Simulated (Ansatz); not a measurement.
# LiCaF3 (Pm-3m): phonons and vibrational spectra, part 2 of 2

Task: relax LiCaF3 (Pm-3m), then find its harmonic phonons.

Ansatz 0.2.0; DFT PBE+D3(BJ), scalar-relativistic, plane waves, PAW.

So far. Step 3 (Tight relaxation): The forces vanish by symmetry and the pressure is -0.005 GPa, within the tolerances set. The cell now holds 10.30 Å³/atom. The relaxed cell has a = 3.720 Å (conventional setting).

### 4. Zone-centre response

The zone centre is the only wavevector solved here; it holds the modes that light can see, as far as symmetry allows. The response to a homogeneous field gives the Born charges and the dielectric tensor, and its change with displacement the Raman tensors.

File input.yaml:

```yaml
crystal:
  lattice:
    - [3.7200041892, 0.0, 0.0]
    - [0.0, 3.7200041892, 0.0]
    - [0.0, 0.0, 3.7200041892]
  atoms:
    - { symbol: Li, position: [0.5, 0.5, 0.5] }
    - { symbol: Ca, position: [0.0, 0.0, 0.0] }
    - { symbol: F, position: [0.0, 0.5, 0.5] }
    - { symbol: F, position: [0.5, 0.5, 0.0] }
    - { symbol: F, position: [0.5, 0.0, 0.5] }
kpoints:
  mp_grid: { grid: [8, 8, 8] }
hamiltonian:
  xc: pbe
  dispersion: d3bj
scf:
  occupations: { method: fixed }
output:
  eigenvalues: true
phonons:
  method: dfpt
  dielectric: true
  rigid_motions: translations
  raman: true
```

Command:

```sh
ansatz run input.yaml --threads 4 --pin off --max-ram 7168MiB --backend cpu --events-out ev --progress --plain --runs-dir out
```

Numbers of over 12 decimals in the logs are rounded to 6 here.

The log of the run:

```text
[...]
Crystal: 5 atoms, lattice volume = 51.479 Å³
Basis set: ecut = 420 eV, 1021 PW (Γ), exchange–correlation on 50×50×50 points (8 copies of the dense FFT grid, shifted against one another)
Bands: 22, of which v1, the nominal top of the filled ones, is band 17 counted from 1 (16 counted from 0)
Symmetry: 48 space group operations
k-points: 170 of 512 (irreducible under 2 space group operations, time reversal used)
[...]
SCF iter   1: F=—  HF=-4455.952724 eV  |F-HF|=—  |Δ(HF+E_count)|=         —  Δρ=1.88e-3  dr2=9.82e-4  ethr=1.77e-3  ⟨swp⟩=4.6  Hψ=17241  notcnv=0  defer=381
[...]
SCF iter   8: F=-4455.952697 eV  HF=-4455.952697 eV  |F-HF|=2.55e-11  |Δ(HF+E_count)|=  3.56e-10  Δρ=2.49e-7  dr2=3.46e-11  ethr=1.00e-12  ⟨swp⟩=11.2  Hψ=22474  notcnv=0
SCF 1 converged in 8 iterations: F = -4455.952697 eV  dr2 = 3.46e-11
[...]
DFPT response loops at Γ: preconditioner auto → none (the input reference at scf.mixing.eps_inf says where Resta's filter doesn't serve); β = 0.50; Broyden in place of MSR1
── the response to a field inside a basis, on 8×8×8 k-points: an SCF that follows is theirs, and a resumed run solves both again ──
Bands: 18, of which v1, the nominal top of the filled ones, is band 17 counted from 1 (16 counted from 0)
k-points: 20 of 512
[...]
Eigensolver: Dense (20 Hₖ)
SCF iter   1: F=—  HF=-4455.949998 eV  |F-HF|=—  |Δ(HF+E_count)|=         —  Δρ=6.64e-4  dr2=4.07e-5  ethr=1.00e-1
[...]
SCF iter   6: F=-4455.949994 eV  HF=-4455.949994 eV  |F-HF|=4.55e-12  |Δ(HF+E_count)|=  5.91e-11  Δρ=1.39e-7  dr2=1.39e-11  ethr=1.00e-12
SCF 1 converged in 6 iterations: F = -4455.949994 eV  dr2 = 1.39e-11
[...]
SCF converged after 8 iterations
Free energy (F): -4455.952697 eV
[...]
Internal energy: -4455.952697 eV  (E = F + TS)
E sigma→0 (E₀):  -4455.952697 eV
Fermi energy:    4.331877 eV
[...]
--- Band table (eV; the first three rows and the last of 170) ---
  k-point 0: bands = [... 13 lower, 3.4745, 4.2156, 4.2156, 4.2156, 10.8942, 10.8942, 11.4632, 12.5407, ... 1 higher]
  k-point 1: bands = [... 13 lower, 3.4221, 4.0654, 4.1689, 4.1689, 11.0618, 11.0661, 11.7852, 12.5623, ... 1 higher]
  k-point 2: bands = [... 13 lower, 3.2928, 3.7061, 4.0557, 4.0557, 11.4596, 11.4926, 12.6153, 12.6805, ... 1 higher]
  k-point 169: bands = [... 13 lower, 4.2043, 4.3319, 4.3319, 4.3319, 11.9420, 11.9420, 11.9420, 13.3705, ... 1 higher]
--- Phonons (Γ-DFPT): 4 representative perturbations + reference, on 170 of 512 k-points (Σ response iterations 15) ---
  k mesh reduced under 2 symmetry operations, with k and −k counted as one. Each operation leaves every solved perturbation unchanged. A smaller set is not considered because the run solves the response to a homogeneous field
  ASR residual: 4.720e-3 → 0.000e0 eV/Å²; symmetrization residual: 1.071e-6 eV/Å²
  pairwise dispersion correction: d3bj (s6 = 1.0, s8 = 0.7875, a1 = 0.4289, a2_bohr = 4.4407), with the weights of each atom's references fixed at the reference crystal's, and the forces and stress that the weights' published response gives there kept as a pressure on the atom's counted neighbours (hamiltonian.dispersion)
  ASR residual per site (eV/Å²): 4.72e-3 6.72e-5 4.18e-3 4.18e-3 4.18e-3
  Γ frequencies (cm⁻¹): -68.85 -68.85 -68.85 0.00 0.00 0.00 130.88 130.88 130.88 372.15 372.15 372.15 567.27 567.27 567.27
  ε∞ (high-frequency dielectric tensor):
        2.445607    -0.000000     0.000000
        0.000000     2.445607    -0.000000
        0.000000     0.000000     2.445607
  softest optical mode at Γ: -68.85 cm⁻¹; the repairs (sum rule, projections) moved no ω² at Γ by more than (13.62 cm⁻¹)²
  Born effective charges Z* (e; rows j = field, columns β = displacement):
    site 0:
         0.97967    0.00000   -0.00000
        -0.00000    0.97967    0.00000
         0.00000   -0.00000    0.97967
    site 1:
         2.52667    0.00000    0.00000
        -0.00000    2.52667    0.00000
         0.00000   -0.00000    2.52667
    site 2:
        -1.07121   -0.00000    0.00000
         0.00000   -1.21757    0.00000
         0.00000   -0.00000   -1.21757
    site 3:
        -1.21757    0.00000    0.00000
         0.00000   -1.21757    0.00000
         0.00000    0.00000   -1.07121
    site 4:
        -1.21757    0.00000    0.00000
        -0.00000   -1.07121    0.00000
         0.00000   -0.00000   -1.21757
  Z* charge neutrality: 1.465e-4 e pre-enforcement
  k-mesh period / interband length: 29.8 Å / 0.85 Å = 35.05 at k = (0.0000, 0.0000, 0.0000), direct gap 6.679 eV — 14 or more, which is no proof of convergence
  Raman tensors (in the event stream and the table raman_tensors.tsv): an entry may err by 2.7e-4 Å², one of the second-order susceptibility by 1.0e-19 pm/V (basis, points and sum rule); their sum over the sites missed zero by 3.590e-21 Å² ahead of its enforcement
  optical modes at Γ without the LO–TO term, one row a degenerate level:
      ω (cm⁻¹)  modes    IR ((D/Å)²/amu)  static Raman (Å⁴/amu)  depolarisation
        -68.85      3            22.4438                 0.0000               —
        130.88      3             0.0000                 0.0000               —
        372.15      3             2.2206                 0.0000               —
        567.27      3            10.9138                 0.0000               —
  optical modes at Γ + LO–TO along q̂ = [1.0000, 0.0000, 0.0000]:
      ω (cm⁻¹)  modes    IR ((D/Å)²/amu)  static Raman (Å⁴/amu)  depolarisation
        -68.85      2            14.9626                 0.0000               —
        130.88      3             0.0000                 0.0000               —
        284.94      1             2.6773                 0.0000               —
        372.15      2             1.4804                 0.0000               —
        398.99      1             1.6250                 0.0000               —
        567.27      2             7.2758                 0.0000               —
        645.04      1             7.5571                 0.0000               —
  optical modes at Γ + LO–TO along q̂ = [0.0000, 1.0000, 0.0000]:
      ω (cm⁻¹)  modes    IR ((D/Å)²/amu)  static Raman (Å⁴/amu)  depolarisation
        -68.85      2            14.9626                 0.0000               —
        130.88      3             0.0000                 0.0000               —
        284.94      1             2.6773                 0.0000               —
        372.15      2             1.4804                 0.0000               —
        398.99      1             1.6250                 0.0000               —
        567.27      2             7.2758                 0.0000               —
        645.04      1             7.5571                 0.0000               —
  optical modes at Γ + LO–TO along q̂ = [0.0000, 0.0000, 1.0000]:
      ω (cm⁻¹)  modes    IR ((D/Å)²/amu)  static Raman (Å⁴/amu)  depolarisation
        -68.85      2            14.9626                 0.0000               —
        130.88      3             0.0000                 0.0000               —
        284.94      1             2.6773                 0.0000               —
        372.15      2             1.4804                 0.0000               —
        398.99      1             1.6250                 0.0000               —
        567.27      2             7.2758                 0.0000               —
        645.04      1             7.5571                 0.0000               —
```

Run time: 4.3 min. Hardware: 4 threads of Arm Neoverse N1, shared host; peak memory 0.95 GiB.

This step gave:

| Item | Value |
| --- | --- |
| sum-rule residual before enforcement | 0.004720 eV/Å² |
| miss of the charge sum rule | 1.46e-4 e |
| point group | m-3m |
| highest optical mode at the zone centre (no LO-TO term) | 567.3 cm⁻¹ |
| lowest optical zone-centre mode | -68.85 cm⁻¹ |
| mean high-frequency dielectric constant | 2.446 |
| largest Born charge (third of the trace) | 2.527 e |
| top of the zone-centre spectrum with the field | 645.0 cm⁻¹ |

Without the LO-TO term. Patterns of degenerate modes are one choice out of their space. Modes at Γ, with each element's share of the kinetic energy (negative means imaginary):

```tsv
mode	frequency (cm⁻¹)	symmetry	Li %	Ca %	F %
1	-68.8	T1u	1	59	40
2	-68.8	T1u	1	59	40
3	-68.8	T1u	1	59	40
4	0.0	acoustic	7	39	55
5	0.0	acoustic	7	39	55
6	0.0	acoustic	7	39	55
7	130.9	T2u	0	0	100
8	130.9	T2u	0	0	100
9	130.9	T2u	0	0	100
10	372.1	T1u	25	2	73
11	372.1	T1u	25	2	72
12	372.1	T1u	25	2	72
13	567.3	T1u	67	0	33
14	567.3	T1u	67	0	33
15	567.3	T1u	67	0	33
```

Displacements in mode 1 (-68.8 cm⁻¹), the largest set to 1:
```
Li1  0.01 -0.06 -0.24
Ca2 -0.04  0.26  1.00
F3   0.02 -0.20 -0.78
F4   0.03 -0.20 -0.46
F5   0.03 -0.12 -0.78
```

Displacements in mode 8 (130.9 cm⁻¹), the largest set to 1:
```
Li1  0.00  0.00  0.00
Ca2  0.00  0.00  0.00
F3   0.00  0.10 -1.00
F4   0.04 -0.10  0.00
F5  -0.04  0.00  1.00
```

Optical modes at the zone centre, without and with the macroscopic field of the longitudinal modes; each column is sorted by frequency, so a row need not hold one and the same mode. Modes with and without the field, by row:

```tsv
rank among optical modes	no field (cm⁻¹)	q along (1, 0, 0) (cm⁻¹)
1	-68.8	-68.8
2	-68.8	-68.8
3	-68.8	130.9
4	130.9	130.9
5	130.9	130.9
6	130.9	284.9
7	372.1	372.1
8	372.1	372.1
9	372.1	399
10	567.3	567.3
11	567.3	567.3
12	567.3	645
```

Born charge (rows field, columns displacement) (e), principal values of the symmetric part by kind of site:

```tsv
atom	atoms with these values	low	middle	high	mean
Li1	1	0.98	0.98	0.98	0.98
Ca2	1	2.53	2.53	2.53	2.53
F3	3	-1.22	-1.22	-1.07	-1.17
```

In full for Li1:

```
0.98 0.00 0.00
0.00 0.98 0.00
0.00 0.00 0.98
```

High-frequency dielectric tensor:

```
2.45 0.00 0.00
0.00 2.45 0.00
0.00 0.00 2.45
```

Transverse modes; imaginary modes are left out. Infrared lines, with heights relative to the strongest:

```tsv
position (cm⁻¹)	label	relative intensity
131	T2u	0.0
372	T1u	20
567	T1u	100
```

Before it was imposed, the acoustic sum rule was missed by 0.0047 eV/Å² and the charge sum rule by 1.5e-4 e. Small misses are needed for a sound result but don't prove that mesh and cutoff are converged. The lowest optical mode is imaginary, 68.8i cm⁻¹, so the energy falls along it.

### 5. Another isotope, element Ca, natural mass 40.078 amu

An isotope changes the mass and not the force constants, so no new electronic calculation is needed; the shifts show which modes move this element.

The same force constants with the mass of Ca changed from 40.078 to 47.953 u (phonopy, no LO-TO term). Both lists are sorted by frequency; levels can cross, so a row need not hold one and the same mode. Modes under 3 cm⁻¹ are left out. Isotope shifts, by row:

```tsv
q	rank	natural mass (cm⁻¹)	changed mass (cm⁻¹)
0 0 0	1	-68.85	-65.4
0 0 0	2	-68.85	-65.4
0 0 0	3	-68.85	-65.4
0 0 0	7	130.9	130.9
0 0 0	8	130.9	130.9
0 0 0	9	130.9	130.9
0 0 0	10	372.1	371.5
0 0 0	11	372.1	371.5
0 0 0	12	372.1	371.5
0 0 0	13	567.3	567.2
0 0 0	14	567.3	567.2
0 0 0	15	567.3	567.2
```

A mode of this element alone would shift by -8.58 %. The highest zone-centre frequency without the field goes from 567.3 to 567.2 cm⁻¹ (-0.0 %).

### 6. Another isotope, element Li, natural mass 6.94 amu

The same for Li, from 6.94 to 6.02 u.

A mode of this element alone would shift by +7.41 %. The highest zone-centre frequency without the field goes from 567.3 to 596.6 cm⁻¹ (+5.2 %).

### 7. Summary of results

```
space group after relaxation (within 0.01 Å)            : Pm-3m
volume per atom                                         : 10.3 Å³
gap on the k-mesh                                       : 6.56 eV
highest optical mode at the zone centre (no LO-TO term) : 567 cm⁻¹
top of the zone-centre spectrum with the field          : 645 cm⁻¹
lowest optical zone-centre mode                         : -68.8 cm⁻¹
mean high-frequency dielectric constant                 : 2.45
largest Born charge (third of the trace)                : 2.53 e
imaginary modes at Γ (the only wavevector solved)       : yes
```

**Reading.** A zone-centre mode is imaginary (68.8i cm⁻¹), so this structure is not a minimum of the energy. Without the field, the optical modes at Γ span -69 to 567 cm⁻¹ (negative means imaginary). The dispersion is not part of this account. The highest mode in this list at Γ, 567.3 cm⁻¹, has its largest share on Li (67 % of the kinetic energy). With the macroscopic field of the longitudinal modes the top of the zone-centre spectrum lies at 645 cm⁻¹, against 567 cm⁻¹ without it. Among the real modes, the strongest infrared line is at 567 cm⁻¹. In the phonons the program treats the change of the C6 weights of the dispersion term with coordination only in part. These are harmonic frequencies at zero temperature: anharmonic shifts, linewidths and thermal expansion are left out.

[Logs are printed without paths, hosts, clocks, repeated set-up lines and the standing remarks that a program may print on its own settings, such as how far it seeks lower states.]

[Hosts, paths, dates, database ids (printed as entryN), source tags and the programs' standing remarks are cut or masked in the printed files.]
